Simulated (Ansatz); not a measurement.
# BiOBr (P4/nmm): converging the G0W0 gap, part 2 of 2

Wanted: a G0W0 gap for BiOBr (P4/nmm) that is converged in bands and cutoff, or an estimate of the limit.

Ansatz 0.2.0; G0W0 on LDA, plane waves, PAW. Known limits of the many-body steps: not at the basis limit; no spin-orbit coupling.

So far. Step 2 (324 empty bands, screening to 110 eV): The gap on the mesh goes from 2.12 eV to 3.00 eV, a correction of +0.89 eV. Between the two edge states, bare exchange in place of the xc potential would open the gap by 6.62 eV, and correlation takes back 5.73 eV. Step 3 (736 empty bands, screening to 190 eV): Against the run with 6×6×4 mesh, 324 empty bands, screening to 110 eV, hard PAW files, the gap moves by +0.13 eV.

The database entry behind the starting cell differs from later determinations by our own check (0.1 to 0.3 % short, probably kX units), so it need not match the best structure at ambient conditions.

### Step 4. 1247 empty bands, screening to 270 eV

input.yaml reads:

```yaml
crystal:
  lattice:
    - [3.916, 0.0, 0.0]
    - [0.0, 3.916, 0.0]
    - [0.0, 0.0, 8.077]
  atoms:
    - { symbol: Bi, position: [0.0, 0.5, 0.154] }
    - { symbol: Bi, position: [0.5, 0.0, 0.846] }
    - { symbol: Br, position: [0.0, 0.5, 0.653] }
    - { symbol: Br, position: [0.5, 0.0, 0.347] }
    - { symbol: O, position: [0.0, 0.0, 0.0] }
    - { symbol: O, position: [0.5, 0.5, 0.0] }
kpoints:
  mp_grid: { grid: [6, 6, 4] }
hamiltonian:
  xc: lda
  pseudopotentials: { kind: paw, source: ansatz }
scf:
  occupations: { method: fixed }
gw:
  n_empty_bands: 1247
  ecut_chi: 270.0
  qp_bands: [v2, c2]
  qp_kpoints: band_edges
  screening: { model: contour_deformation }
```

Run with:

```
$ ansatz run input.yaml --threads 4 --pin off --max-ram 138240MiB --backend cuda --events-out ev --progress --plain --runs-dir out --devices 1 --max-vram 26GiB
```

Numbers of over 12 decimals in the logs are rounded to 6 here.

Log:

```text
GPUs: using 1 of 1 available (devices: 1).
[...]
GPU FFT provider: cuFFT
GPU libraries: cuBLAS 13.8.2, cuFFT 12.4.0, cuSOLVER 12.3.4
Crystal: 6 atoms, lattice volume = 123.861 Å³
Basis set: ecut = 930 eV, 7965 PW (Γ)
Bands: 56, of which v1, the nominal top of the filled ones, is band 46 counted from 1 (45 counted from 0)
Symmetry: 16 space group operations
[...]
k-points: 30 of 144
[...]
1    48     11.9957   -10.3959    -3.7714   -14.6017  0.8037    12.4318    12.4300  root
[...]
27    45      8.4208   -19.8482     2.5056   -16.4199  0.7456     7.4797     7.4981  root
    27    46      8.4208   -19.8482     2.5056   -16.4199  0.7456     7.4797     7.4981  root
    27    47     12.4555   -10.4572    -3.8165   -14.7175  0.8021    12.9012    12.8992  root
    27    48     12.4555   -10.4572    -3.8165   -14.7175  0.8021    12.9012    12.8992  root
[key lines of the parts left out:]
SCF converged after 9 iterations
Free energy (F): -44727.768172 eV
Fermi energy:    9.150209 eV
```

It took 9.1 min on 1 × NVIDIA H100 80GB HBM3 (shared by 3 runs) with 4 threads of AMD EPYC 7R13 (Zen 3), shared host; peak memory 15 GiB; 19 min of CPU time.

Numbers from this step:

* bands summed: 1293
* RPA ε∞ on this mesh (eigenvalues): 5.405, 7.294, 7.294
* plane waves in the screening matrix: 1253
* G0W0 gap on the mesh: 3.197 eV
* k of the valence top: 0, 0.3333, -0.5
* k of the conduction bottom: 0, 0, -0.5
* starting gap on the mesh: 2.117 eV
* least direct G0W0 gap on the computed points: 3.506 eV

Against the run with 6×6×4 mesh, 736 empty bands, screening to 190 eV, hard PAW files, the gap moves by +0.06 eV.

### Step 5. Changing the k mesh: 8×8×4 mesh, 324 empty bands, screening to 110 eV, hard PAW files

Only the mesh changes. It samples the long-range screening, which converges on its own terms. Bands and cutoff differ from the step before, so it is read against an earlier run that matches them.

input.yaml, as its differences from that of step 4:

```diff
@@ -13,3 +13,3 @@
 kpoints:
-  mp_grid: { grid: [6, 6, 4] }
+  mp_grid: { grid: [8, 8, 4] }
 hamiltonian:
@@ -20,4 +20,4 @@
 gw:
-  n_empty_bands: 1247
-  ecut_chi: 270.0
+  n_empty_bands: 324
+  ecut_chi: 110.0
   qp_bands: [v2, c2]
```

Log:

```text
GPUs: using 1 of 1 available (devices: 1).
[...]
GPU FFT provider: cuFFT
GPU libraries: cuBLAS 13.8.2, cuFFT 12.4.0, cuSOLVER 12.3.4
Crystal: 6 atoms, lattice volume = 123.861 Å³
Basis set: ecut = 930 eV, 7965 PW (Γ)
Bands: 56, of which v1, the nominal top of the filled ones, is band 46 counted from 1 (45 counted from 0)
Symmetry: 16 space group operations
[...]
k-points: 45 of 256
[...]
1    48     11.9958   -10.4098    -3.5110   -14.6016  0.8051    12.6812    12.6767  root
[...]
42    45      8.4206   -19.8444     2.8169   -16.4200  0.7471     7.8057     7.8133  root
    42    46      8.4206   -19.8444     2.8169   -16.4200  0.7471     7.8057     7.8133  root
    42    47     12.4555   -10.4631    -3.5831   -14.7174  0.8040    13.1312    13.1267  root
    42    48     12.4555   -10.4631    -3.5831   -14.7174  0.8040    13.1312    13.1267  root
[key lines of the parts left out:]
SCF converged after 9 iterations
Free energy (F): -44727.768612 eV
Fermi energy:    9.205167 eV
```

Run time: 4.7 min. Hardware: 1 × NVIDIA H100 80GB HBM3 (shared by 3 runs) with 4 threads; peak memory 4.5 GiB; 8.9 min of CPU time.

Numbers from this step:

```
bands summed                                 : 370
RPA ε∞ on this mesh (eigenvalues)            : 5.425, 7.322, 7.322
plane waves in the screening matrix          : 345
G0W0 gap on the mesh                         : 2.962 eV
k of the valence top                         : 0, 0.375, -0.5
k of the conduction bottom                   : 0, 0, -0.5
starting gap on the mesh                     : 2.063 eV
least direct G0W0 gap on the computed points : 3.364 eV
```

Against the run with 6×6×4 mesh, 324 empty bands, screening to 110 eV, hard PAW files, the gap moves by −0.04 eV, while the start moved by −0.05 eV. A band edge is found at another k point on this mesh.

### Step 6. Convergence and cost

Times are wall times on 1 × NVIDIA H100 80GB HBM3 (shared by 3 runs) with 4 threads of AMD EPYC 7R13 (Zen 3), shared host. The host was busy with other work, so they are no guide to cost.

| mesh | files | frequency | bands summed | cutoff (eV) | start (eV) | G0W0 (eV) | time | host memory (GiB) |
| --- | --- | --- | --- | --- | --- | --- | --- | --- |
| 6×6×4 | hard PAW | contour deformation | 370 | 110 | 2.117 | 3.003 | 2.5 min | 3.4 |
| 6×6×4 | hard PAW | contour deformation | 782 | 190 | 2.117 | 3.136 | 5.2 min | 7.4 |
| 6×6×4 | hard PAW | contour deformation | 1293 | 270 | 2.117 | 3.197 | 9.1 min | 15 |
| 8×8×4 | hard PAW | contour deformation | 370 | 110 | 2.063 | 2.962 | 4.7 min | 4.5 |

The parts of the quasiparticle energy at the two band edges (eV; QP = start + Σx + Σc − Vxc):

| run | edge | start | Σx | Σc | Vxc | Z | QP |
| --- | --- | --- | --- | --- | --- | --- | --- |
| 370 bands | valence top | 9.15 | -21.02 | 2.30 | -18.43 | 0.76 | 8.86 |
| 370 bands | conduction bottom | 11.27 | -9.87 | -3.43 | -13.90 | 0.81 | 11.86 |
| 782 bands | valence top | 9.15 | -21.02 | 2.03 | -18.43 | 0.76 | 8.59 |
| 782 bands | conduction bottom | 11.27 | -9.87 | -3.57 | -13.90 | 0.81 | 11.73 |
| 1293 bands | valence top | 9.15 | -21.02 | 1.91 | -18.43 | 0.76 | 8.47 |
| 1293 bands | conduction bottom | 11.27 | -9.87 | -3.63 | -13.90 | 0.81 | 11.66 |

### Step 7. Summary of results

- 370 bands, 110 eV: 3.003 eV
- 782 bands, 190 eV: 3.136 eV
- 1293 bands, 270 eV: 3.197 eV
- estimated limit in bands and cutoff: 3.29 eV
- mesh and start: 6×6×4, LDA

What this shows: A line in one over the bands through the two highest rungs gives 3.29 eV, +0.09 eV from the top rung; the pair below gives 3.26 eV, so the estimate is still climbing. The rungs stand 0.29 eV (370 bands), 0.15 eV (782 bands) and 0.09 eV (1293 bands) from it. From 370 to 1293 bands the gap moves by +0.19 eV while the time grows 3.7-fold. Σc changes by −0.39 eV at the valence top and −0.20 eV at the conduction bottom, so both edges matter. On the 8×8×4 mesh in place of 6×6×4 the gap differs by −0.04 eV, of which −0.05 eV is already in the start. The cheapest rung within 0.1 eV of this estimate is that with 1293 bands (9.1 min). The 6×6×4 mesh misses a band edge: on 8×8×4 the LDA gap is 2.06 eV, so these values are not the fundamental gap, which lies some 0.05 eV lower. Where an edge is built on 6p states of lead, bismuth or thallium, scalar-relativistic gaps usually stand too wide, by a few tenths to over one eV. The many-body steps are scalar-relativistic: spin-orbit coupling is not in them.

[Paths, hosts, dates, memory and timing lines, banners, echoed tables and standing remarks are left out of the program output.]

[Logs are printed without paths, hosts, clocks, repeated set-up lines and the standing remarks that a program may print on its own settings, such as how far it seeks lower states.]

[Runs of the session that timed out or met a known fault of the program may be left out.]

[Cells called generated may have been cut or substituted from an entry of the Crystallography Open Database or the Materials Project.]

[Hosts, paths, dates, database ids (printed as entryN), source tags and the programs' standing remarks are cut or masked in the printed files.]
